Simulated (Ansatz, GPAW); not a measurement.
KS3Br (R3m): refractive index against wavelength

The refractive index of KS3Br (R3m) along x below the direct gap (1.82 eV on the mesh) is read from one computed spectrum, n = √(Re ε). x, y and z are the Cartesian axes of the input cell.

Cell: a, b, c = 5.864, 5.864, 5.864 Å (primitive vectors), 5 atoms.

Method: GPAW 26.7.0, RPBE, RPA, k-mesh 6×6×6, local fields up to 50 eV, Lorentzian half width 0.2 eV.

Launch of the response step: `OMP_NUM_THREADS=1 python df.py`. The run took 7.7 min, its band step included, on 1 thread of Arm Neoverse V1, with other jobs on the host.

```
wavelength (nm)  photon energy E (eV)       n
           3000                 0.413  1.8157
           2000                 0.620  1.8261
           1550                 0.800  1.8393
           1310                 0.946       ?
           1064                 1.165  1.8822
```

In the single-oscillator model n² − 1 = E₀E_d/(E₀² − E²), so 1/(n² − 1) = E₀/E_d − E²/(E₀E_d) is linear in E².

Working, on the rows shown:

| x = E² (eV²) | y = 1/(n² − 1) |
| --- | --- |
| 0.170801 | 0.435395 |
| 0.384302 | 0.428331 |
| 0.639837 | 0.419635 |
| 1.35784 | 0.393286 |

Means: x̄ = 0.6382, ȳ = 0.41916. Σ(x − x̄)(y − ȳ) = -0.02854, Σ(x − x̄)² = 0.8008. Slope = -0.02854 / 0.8008 = -0.03563; intercept = ȳ − slope · x̄ = 0.4419. Turned back into n, the line misses the rows shown by at most 0.00082.

Problem. Predict the last column of the withheld row from the fit.

Solution. At x = 0.89576 the line gives y = 0.40998, that is 1.8545. The run gave 1.8535, so the interpolation is off by 0.00099, 1.5 % of the range in the table.

Refitted with all rows, the slope is -0.03548 and the intercept 0.44192. These give E₀ = √(intercept/−slope) = 3.53 eV and E_d = E₀/intercept = 8.0 eV; E₀ is 1.9 times the direct gap. The electronic limit at long wavelengths, without lattice vibrations, is n = √(1 + 1/intercept) = 1.806. The structure is a model and need not exist. Excitons are left out; RPBE gaps are as a rule too small. The values come from a sum over the points of one k-mesh and carry its error, which grows as the direct gap shrinks. Spin-orbit coupling is left out.

[Logs are printed without paths, hosts, clocks, repeated set-up lines and the standing remarks that a program may print on its own settings, such as how far it seeks lower states.]
